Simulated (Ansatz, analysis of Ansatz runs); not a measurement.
# Reproducing a measured migration barrier: interstitial H in hcp Mg, hop from a tetrahedral to the next octahedral site, part 2 of 2

Subject: interstitial H in hcp Mg, hop from a tetrahedral to the next octahedral site. Wanted: its migration barrier, in one set-up (PBE, 36-site cell, measured lattice, 420 eV, k: 3x3x3 Gamma-centred). The model is a cell of 36 host atoms with 1 H put in. The barrier is the energy of the highest image of a climbing band over the relaxed site that the atom leaves. The measured lattice removes the functional's error in the volume.

Ansatz 0.2.0; PBE, 36-site cell, measured lattice, 420 eV, k: 3x3x3 Gamma-centred.

So far: Set-up; Relaxation, charge 0.

**3. Nudged elastic band**

A band of images joins the two ends; its highest image climbs to the saddle, whose energy over the site left is the barrier.

This step: plane-wave PAW DFT, PBE; nudged elastic band between two relaxed defect structures at fixed charge.

File neb/input.yaml:

```yaml
crystal:
  lattice:
    - [9.62789995, 0.0, 0.0]
    - [-4.81394998, 8.33800594, 0.0]
    - [0.0, 0.0, 10.4206]
  atoms:
    - { symbol: Mg, position: [0.111843504, 0.222621318, 0.125674376] }
    - { symbol: Mg, position: [0.221730902, 0.11012847, 0.376168623] }
    - { symbol: Mg, position: [0.111111867, 0.221894716, 0.62601964] }
    - { symbol: Mg, position: [0.221800746, 0.110268158, 0.876262942] }
    - { symbol: Mg, position: [0.111843504, 0.555888853, 0.125674376] }
    - { symbol: Mg, position: [0.21463811, 0.440652388, 0.373377676] }
    - { symbol: Mg, position: [0.111111867, 0.555883819, 0.62601964] }
    - { symbol: Mg, position: [0.222207322, 0.444436994, 0.873884972] }
    - { symbol: Mg, position: [0.111111111, 0.888888889, 0.125119827] }
    - { symbol: Mg, position: [0.221730902, 0.778269098, 0.376168623] }
    - { symbol: Mg, position: [0.111111111, 0.888888889, 0.626232033] }
    - { symbol: Mg, position: [0.221800746, 0.778199254, 0.876262942] }
    - { symbol: Mg, position: [0.444111147, 0.222621318, 0.125674376] }
    - { symbol: Mg, position: [0.555004362, 0.110835514, 0.375658606] }
    - { symbol: Mg, position: [0.444116181, 0.221894716, 0.62601964] }
    - { symbol: Mg, position: [0.557401891, 0.112034279, 0.875299843] }
    - { symbol: Mg, position: [0.444444444, 0.555555556, 0.118200719] }
    - { symbol: Mg, position: [0.559347612, 0.440652388, 0.373377676] }
    - { symbol: Mg, position: [0.444444444, 0.555555556, 0.625971167] }
    - { symbol: Mg, position: [0.555563006, 0.444436994, 0.873884972] }
    - { symbol: Mg, position: [0.444111147, 0.888156496, 0.125674376] }
    - { symbol: Mg, position: [0.559347612, 0.78536189, 0.373377676] }
    - { symbol: Mg, position: [0.444116181, 0.888888133, 0.62601964] }
    - { symbol: Mg, position: [0.555563006, 0.777792678, 0.873884972] }
    - { symbol: Mg, position: [0.777777778, 0.222222222, 0.125974016] }
    - { symbol: Mg, position: [0.889164486, 0.110835514, 0.375658606] }
    - { symbol: Mg, position: [0.777777778, 0.222222222, 0.624457175] }
    - { symbol: Mg, position: [0.887965721, 0.112034279, 0.875299843] }
    - { symbol: Mg, position: [0.777378682, 0.555888853, 0.125674376] }
    - { symbol: Mg, position: [0.889164486, 0.444995638, 0.375658606] }
    - { symbol: Mg, position: [0.778105284, 0.555883819, 0.62601964] }
    - { symbol: Mg, position: [0.887965721, 0.442598109, 0.875299843] }
    - { symbol: Mg, position: [0.777378682, 0.888156496, 0.125674376] }
    - { symbol: Mg, position: [0.88987153, 0.778269098, 0.376168623] }
    - { symbol: Mg, position: [0.778105284, 0.888888133, 0.62601964] }
    - { symbol: Mg, position: [0.889731842, 0.778199254, 0.876262942] }
    - { symbol: H, position: [0.444444444, 0.555555556, 0.429422984] }
basis:
  ecutwfc: 420
  xc_grid: 2
hamiltonian:
  xc: pbe
kpoints:
  mp_grid: { grid: [3, 3, 3] }
scf:
  occupations: { method: methfessel_paxton, width: 0.1 }
  max_iter: 120
output:
  forces: true
neb:
  images: 3
  f_tol: 0.04
  climbing: true
  initial_path: idpp
  max_iterations: 45
  order_check: false
  final_atoms:
    - { symbol: Mg, position: [0.111931758, 0.222666697, 0.126099029] }
    - { symbol: Mg, position: [0.222196197, 0.111043986, 0.374966644] }
    - { symbol: Mg, position: [0.111026243, 0.222213939, 0.62583886] }
[... 2 atom lines left out ...]
    - { symbol: Mg, position: [0.222196197, 0.444553846, 0.374966644] }
    - { symbol: Mg, position: [0.110929136, 0.555820906, 0.625184402] }
[... 7 atom lines left out ...]
    - { symbol: Mg, position: [0.444536103, 0.222213939, 0.62583886] }
[... 1 atom line left out ...]
    - { symbol: Mg, position: [0.444083345, 0.554818284, 0.126099029] }
    - { symbol: Mg, position: [0.555706056, 0.444553846, 0.374966644] }
    - { symbol: Mg, position: [0.444536103, 0.555723799, 0.62583886] }
[... 2 atom lines left out ...]
    - { symbol: Mg, position: [0.555803163, 0.778257919, 0.375621102] }
    - { symbol: Mg, position: [0.444985045, 0.88919334, 0.625343958] }
[... 7 atom lines left out ...]
    - { symbol: Mg, position: [0.778240176, 0.555820906, 0.625184402] }
[... 3 atom lines left out ...]
    - { symbol: Mg, position: [0.777556702, 0.88919334, 0.625343958] }
[... 1 atom line left out ...]
    - { symbol: H, position: [0.33336615, 0.333383892, 0.500402752] }
```

Started as:

```sh
> ansatz run input.yaml --threads 4 --pin off --max-ram 14131MiB --backend cpu --events-out ev --progress --plain --runs-dir out
```

Numbers of over 12 decimals in the logs are rounded to 6 here.

Log:

```text
[...]
Warning: neb: disabling space-group detection — the band's intermediate images generally break the endpoint symmetry, so no spatial operation reduces the k-mesh or symmetrises the density, except that a semilocal band can use its path's symmetry ahead of [...]
[...]
parallel-image band execution: 3 concurrent image workers
NEB image 0
Crystal: 37 atoms, lattice volume = 836.540 Å³
Basis set: ecut = 420 eV, 16349 PW (Γ), exchange–correlation on 144×144×144 points (8 copies of the dense FFT grid, shifted against one another)
Bands: 218, of which v1, the nominal top of the filled ones, is band 181 counted from 1 (180 counted from 0)
Symmetry: 1 space group operations
k-points: 14 of 27 (time reversal used)
[...]
SCF iter   1: F=—  HF=-69272.543076 eV  |F-HF|=—  |Δ(HF+E_count)|=         —  Δρ=1.05e-3  dr2=2.43e-2  ethr=1.77e-3  ⟨swp⟩=10.1  Hψ=14412  notcnv=0  defer=16
[...]
SCF iter   7: F=-69272.543694 eV  HF=-69272.543694 eV  |F-HF|=5.28e-8  |Δ(HF+E_count)|=   5.91e-9  S|Δr|=    0.00e0  Δρ=8.71e-7  dr2=5.96e-8  ethr=2.77e-11  ⟨swp⟩=4.0  Hψ=8375  notcnv=0
SCF 1 converged in 7 iterations: F = -69272.543694 eV  dr2 = 5.96e-8
[...]
NSCF: frozen V_eff on 14 k-points
NEB image 4
SCF iter   1: F=—  HF=-69272.413957 eV  |F-HF|=—  |Δ(HF+E_count)|=         —  Δρ=9.32e-4  dr2=1.18e-2  ethr=1.77e-3  ⟨swp⟩=9.7  Hψ=14379  notcnv=0  defer=24
[...]
SCF iter   7: F=-69272.415442 eV  HF=-69272.415442 eV  |F-HF|=1.00e-8  |Δ(HF+E_count)|=   1.40e-8  S|Δr|=    0.00e0  Δρ=1.35e-6  dr2=2.64e-8  ethr=2.77e-11  ⟨swp⟩=4.0  Hψ=8372  notcnv=0
SCF 2 converged in 7 iterations: F = -69272.415442 eV  dr2 = 2.64e-8
[...]
NEB end point (image 0): max|allowed force component| = 9.019e-3 eV/Å (the criterion of neb.relax_end_points is 1.000e-2)
NEB end point (image 4): max|allowed force component| = 5.200e-3 eV/Å (the criterion of neb.relax_end_points is 1.000e-2)
NEB image 1
SCF iter   1: F=—  HF=-69272.371994 eV  |F-HF|=—  |Δ(HF+E_count)|=         —  Δρ=1.05e-3  dr2=2.35e-2  ethr=1.77e-3  ⟨swp⟩=10.1  Hψ=13103  notcnv=0  defer=16
[...]
SCF iter   8: F=-69272.373541 eV  HF=-69272.373541 eV  |F-HF|=7.42e-10  |Δ(HF+E_count)|=   8.09e-9  S|Δr|=    0.00e0  Δρ=4.55e-7  dr2=2.64e-9  ethr=2.77e-11  ⟨swp⟩=3.0  Hψ=7598  notcnv=0
SCF 3 converged in 8 iterations: F = -69272.373541 eV  dr2 = 2.64e-9
NEB image 2
SCF iter   1: F=—  HF=-69272.260407 eV  |F-HF|=—  |Δ(HF+E_count)|=         —  Δρ=1.02e-3  dr2=1.75e-2  ethr=1.77e-3  ⟨swp⟩=10.4  Hψ=13697  notcnv=0  defer=21
[...]
SCF iter   7: F=-69272.262032 eV  HF=-69272.262032 eV  |F-HF|=2.67e-8  |Δ(HF+E_count)|=   1.10e-8  S|Δr|=    0.00e0  Δρ=9.89e-7  dr2=3.57e-8  ethr=2.77e-11  ⟨swp⟩=4.0  Hψ=8457  notcnv=0
SCF 4 converged in 7 iterations: F = -69272.262032 eV  dr2 = 3.57e-8
NEB image 3
SCF iter   1: F=—  HF=-69272.339717 eV  |F-HF|=—  |Δ(HF+E_count)|=         —  Δρ=9.63e-4  dr2=1.39e-2  ethr=1.77e-3  ⟨swp⟩=10.4  Hψ=13539  notcnv=0  defer=23
[...]
SCF iter   7: F=-69272.341983 eV  HF=-69272.341983 eV  |F-HF|=4.06e-9  |Δ(HF+E_count)|=   5.40e-9  S|Δr|=    0.00e0  Δρ=1.08e-6  dr2=1.58e-8  ethr=2.77e-11  ⟨swp⟩=4.0  Hψ=8531  notcnv=0
SCF 5 converged in 7 iterations: F = -69272.341983 eV  dr2 = 1.58e-8
NEB iter   1: max|band force component| = 4.091e-1 eV/Å  barrier→ = 0.2817 eV  barrier← = 0.1534 eV  CI = image 2  Δτ_max = 0.0784 Å  (36 SCF iters)
NEB image 1
[...]
iter 1 solved again at ethr=3.95e-6 eV; its pass at ethr=3.10e-3 eV (dr2=1.43e-2 eV) is discarded
[...]
SCF iter   8: F=-69272.411837 eV  HF=-69272.411837 eV  |F-HF|=2.91e-11  |Δ(HF+E_count)|=   1.40e-8  S|Δr|=    0.00e0  Δρ=3.57e-7  dr2=1.13e-9  ethr=2.77e-11  ⟨swp⟩=2.3  Hψ=8787  notcnv=0
SCF 6 converged in 8 iterations: F = -69272.411837 eV  dr2 = 1.13e-9
NEB image 2
[...]
SCF iter   7: F=-69272.315717 eV  HF=-69272.315717 eV  |F-HF|=4.89e-9  |Δ(HF+E_count)|=   1.10e-8  S|Δr|=    0.00e0  Δρ=6.45e-7  dr2=7.89e-9  ethr=2.77e-11  ⟨swp⟩=4.0  Hψ=8666  notcnv=0
SCF 7 converged in 7 iterations: F = -69272.315717 eV  dr2 = 7.89e-9
NEB image 3
[...]
SCF iter   6: F=-69272.370788 eV  HF=-69272.370788 eV  |F-HF|=1.96e-8  |Δ(HF+E_count)|=   1.09e-7  S|Δr|=    0.00e0  Δρ=2.48e-6  dr2=6.72e-8  ethr=2.77e-11  ⟨swp⟩=3.0  Hψ=11527  notcnv=0
SCF 8 converged in 6 iterations: F = -69272.370788 eV  dr2 = 6.72e-8
NEB iter   2: max|band force component| = 2.035e-1 eV/Å  barrier→ = 0.2280 eV  barrier← = 0.0997 eV  CI = image 2  Δτ_max = 0.1216 Å  (21 SCF iters)
NEB image 1
[...]
SCF iter   6: F=-69272.412211 eV  HF=-69272.412211 eV  |F-HF|=4.13e-8  |Δ(HF+E_count)|=   2.58e-8  S|Δr|=    0.00e0  Δρ=1.45e-6  dr2=6.33e-8  ethr=2.77e-11  ⟨swp⟩=4.0  Hψ=10663  notcnv=0
SCF 9 converged in 6 iterations: F = -69272.412211 eV  dr2 = 6.33e-8
NEB image 2
[...]
SCF iter   7: F=-69272.322744 eV  HF=-69272.322744 eV  |F-HF|=1.41e-9  |Δ(HF+E_count)|=   4.44e-9  S|Δr|=    0.00e0  Δρ=7.72e-7  dr2=6.87e-9  ethr=2.77e-11  ⟨swp⟩=4.0  Hψ=8595  notcnv=0
SCF 10 converged in 7 iterations: F = -69272.322744 eV  dr2 = 6.87e-9
NEB image 3
[...]
SCF iter   6: F=-69272.376727 eV  HF=-69272.376727 eV  |F-HF|=3.09e-9  |Δ(HF+E_count)|=   3.78e-8  S|Δr|=    0.00e0  Δρ=1.15e-6  dr2=1.61e-8  ethr=2.77e-11  ⟨swp⟩=4.0  Hψ=8672  notcnv=0
SCF 11 converged in 6 iterations: F = -69272.376727 eV  dr2 = 1.61e-8
NEB iter   3: max|band force component| = 1.945e-1 eV/Å  barrier→ = 0.2209 eV  barrier← = 0.0927 eV  CI = image 2  Δτ_max = 0.0557 Å  (19 SCF iters)
NEB image 1
[...]
SCF iter   6: F=-69272.420589 eV  HF=-69272.420589 eV  |F-HF|=8.37e-9  |Δ(HF+E_count)|=   1.05e-8  S|Δr|=    0.00e0  Δρ=8.05e-7  dr2=1.47e-8  ethr=2.77e-11  ⟨swp⟩=4.0  Hψ=8662  notcnv=0
SCF 12 converged in 6 iterations: F = -69272.420589 eV  dr2 = 1.47e-8
NEB image 2
[...]
SCF iter   6: F=-69272.329055 eV  HF=-69272.329055 eV  |F-HF|=2.13e-8  |Δ(HF+E_count)|=   5.79e-8  S|Δr|=    0.00e0  Δρ=1.68e-6  dr2=4.83e-8  ethr=2.77e-11  ⟨swp⟩=3.0  Hψ=12066  notcnv=0
SCF 13 converged in 6 iterations: F = -69272.329055 eV  dr2 = 4.83e-8
NEB image 3
[...]
SCF iter   6: F=-69272.375290 eV  HF=-69272.375290 eV  |F-HF|=1.57e-9  |Δ(HF+E_count)|=   2.19e-8  S|Δr|=    0.00e0  Δρ=6.60e-7  dr2=5.14e-9  ethr=2.77e-11  ⟨swp⟩=4.0  Hψ=8669  notcnv=0
SCF 14 converged in 6 iterations: F = -69272.375290 eV  dr2 = 5.14e-9
NEB image 1
[...]
NEB image 3
[...]
NEB image 2
[...]
NEB iter   4: max|band force component| = 3.078e-2 eV/Å  barrier→ = 0.2146 eV  barrier← = 0.0864 eV  CI = image 2  Δτ_max = 0.0000 Å  (18 SCF iters)
SCF converged after 6 iterations
[...]
Free energy (F): -69272.329055 eV
[...]
Internal energy: -69272.357549 eV  (E = F + TS)
E sigma→0 (E₀):  -69272.336179 eV
Entropy (-TS):   0.028494 eV (0.770 meV/atom)
Fermi energy:    5.407780 eV
[...]
--- Forces (eV/Å), atoms counted from 1 ---
  atom   1  Mg     0.00082913     0.00167169     0.00185586
  atom   2  Mg     0.00155201     0.00277023     0.00275188
  atom   3  Mg     0.00521802     0.00245210     0.00062852
  [... 2 atoms left out ...]
  atom   6  Mg     0.01734393     0.00194254     0.01130830
  atom   7  Mg    -0.00157963    -0.00042825     0.00198983
  [... 9 atoms left out ...]
  atom  17  Mg     0.00054109     0.00015979    -0.00576478
  atom  18  Mg    -0.00019086    -0.00110997     0.01288573
  atom  19  Mg     0.00839752    -0.00905657    -0.00953690
  [... 2 atoms left out ...]
  atom  22  Mg     0.00087243     0.01052532    -0.00104280
  atom  23  Mg    -0.00018671    -0.00149742     0.00023841
  [... 11 atoms left out ...]
  atom  35  Mg     0.00008738    -0.00140667     0.00000906
  [... 1 atom left out ...]
  atom  37  H     -0.03115252     0.00611633    -0.01631684
  max |Σ_I F_I| component: 3.83e-5 eV/Å
--- Band table (eV; the first three rows and the last of 14) ---
[...]
[... further k-points left out ...]
this run last wrote the band of iteration 4 to <dir>
--- NEB band (5 images, 4 band iterations, 94 SCF iterations) ---
  forward barrier  = 0.214639 eV
  backward barrier = 0.086386 eV
  lagrangian_above_aufbau_ev (what the smearing adds, to first order; not taken off the barriers): saddle image +0.007272 eV, end points +0.004620 and +0.005635 eV
  climbing image's point = of an order that was not read
  energies are F+E_penalty+E_count in eV, relative to image 0
  image     s (Å)  Δ vs image 0  max|band force component| (eV/Å)
      0    0.0000      0.000000                                 —
      1    0.4959      0.123105                          1.182e-2
  *   2    0.9917      0.214639                          3.078e-2
      3    1.5051      0.168404                          2.040e-2
      4    2.0184      0.128252                                 —
  climbing-image geometry (image 2):
  cell:  # Å, volume = 836.5396 Å³
    - [9.62789995, 0.0, 0.0]
    - [-4.81394998, 8.33800594, 0.0]
    - [0.0, 0.0, 10.4206]
  atoms:
    - { symbol: Mg, position: [0.112407, 0.223011, 0.125487] }
    - { symbol: Mg, position: [0.220380, 0.107650, 0.374654] }
    - { symbol: Mg, position: [0.107886, 0.219568, 0.627182] }
    - { symbol: Mg, position: [0.221834, 0.110353, 0.875955] }
    - { symbol: Mg, position: [0.111036, 0.555797, 0.123686] }
    - { symbol: Mg, position: [0.216585, 0.443493, 0.371612] }
    - { symbol: Mg, position: [0.109881, 0.554999, 0.626134] }
    - { symbol: Mg, position: [0.222076, 0.443695, 0.874652] }
    - { symbol: Mg, position: [0.110284, 0.887114, 0.124682] }
    - { symbol: Mg, position: [0.221668, 0.775896, 0.375537] }
    - { symbol: Mg, position: [0.111017, 0.888352, 0.624609] }
    - { symbol: Mg, position: [0.221355, 0.778159, 0.875255] }
    - { symbol: Mg, position: [0.443776, 0.223008, 0.125047] }
    - { symbol: Mg, position: [0.555341, 0.112511, 0.375927] }
    - { symbol: Mg, position: [0.444459, 0.220513, 0.626554] }
    - { symbol: Mg, position: [0.556359, 0.110831, 0.875837] }
    - { symbol: Mg, position: [0.444941, 0.556683, 0.123013] }
    - { symbol: Mg, position: [0.561384, 0.443901, 0.370253] }
    - { symbol: Mg, position: [0.446040, 0.559883, 0.631910] }
    - { symbol: Mg, position: [0.555048, 0.443988, 0.874058] }
    - { symbol: Mg, position: [0.443953, 0.890224, 0.125583] }
    - { symbol: Mg, position: [0.558689, 0.784159, 0.373499] }
    - { symbol: Mg, position: [0.443789, 0.887602, 0.625206] }
    - { symbol: Mg, position: [0.556226, 0.779136, 0.877835] }
    - { symbol: Mg, position: [0.777711, 0.222040, 0.125538] }
    - { symbol: Mg, position: [0.890224, 0.112674, 0.376059] }
    - { symbol: Mg, position: [0.776126, 0.219744, 0.624956] }
    - { symbol: Mg, position: [0.887417, 0.110740, 0.876053] }
    - { symbol: Mg, position: [0.778279, 0.556016, 0.123135] }
    - { symbol: Mg, position: [0.888896, 0.444421, 0.375230] }
    - { symbol: Mg, position: [0.778838, 0.555348, 0.626212] }
    - { symbol: Mg, position: [0.888255, 0.442999, 0.874753] }
    - { symbol: Mg, position: [0.779583, 0.890247, 0.125695] }
    - { symbol: Mg, position: [0.887851, 0.776220, 0.375504] }
    - { symbol: Mg, position: [0.776717, 0.887324, 0.625234] }
    - { symbol: Mg, position: [0.890266, 0.778407, 0.875174] }
    - { symbol: H, position: [0.392923, 0.448676, 0.468494] }
```

The job ended after 39 min (4 threads of Arm Neoverse N1, shared host; peak memory 8.6 GiB; 1.9 h of CPU time).

The column dr2 measures how far the density is from self-consistency, as an energy; F and HF (Harris–Foulkes) agree once it is small.

The path, image by image:

| image | path (Å) | energy (eV) | H37: x, y, z (Å) |
| --- | --- | --- | --- |
| 0 | 0.000 | 0.0000 | 1.605, 4.632, 4.475 |
| 1 | 0.496 | 0.1231 | 1.614, 4.198, 4.694 |
| 2 | 0.992 | 0.2146 | 1.623, 3.741, 4.882 |
| 3 | 1.505 | 0.1684 | 1.633, 3.266, 5.069 |
| 4 | 2.018 | 0.1283 | 1.605, 2.780, 5.214 |

Read from the output:

| Quantity | Value |
| --- | --- |
| free energy | -69272.3291 eV |
| smearing term TS | -0.02849 eV |
| barrier forward | 0.2146 eV |
| barrier backward | 0.08639 eV |

**4. Results**

| Property | Result |
| --- | --- |
| migration barrier (saddle less minimum) | 0.21 eV |
| energy difference of the two ends | 0.13 eV |
| length of the hop | 1.99 Å |
| time of the whole chain | 44 min on 4 threads |

**Reading.** Migration barrier: computed 0.21 eV, measured 0.25 eV; 0.04 eV below the measurement. The measured number is an Arrhenius activation energy of long-range diffusion; for H it holds zero-point energy, and trapping at vacancies and dislocations can raise it. One hop between neighbouring sites is computed at the host's lattice.

[Logs are printed without paths, hosts, clocks, repeated set-up lines and the standing remarks that a program may print on its own settings, such as how far it seeks lower states.]

[Hosts, paths, dates, database ids (printed as entryN), source tags and the programs' standing remarks are cut or masked in the printed files.]

[For some hosts the program warned that the k-mesh of the response run may be too coarse for force constants and the static dielectric constant; such warnings are not shown here.]
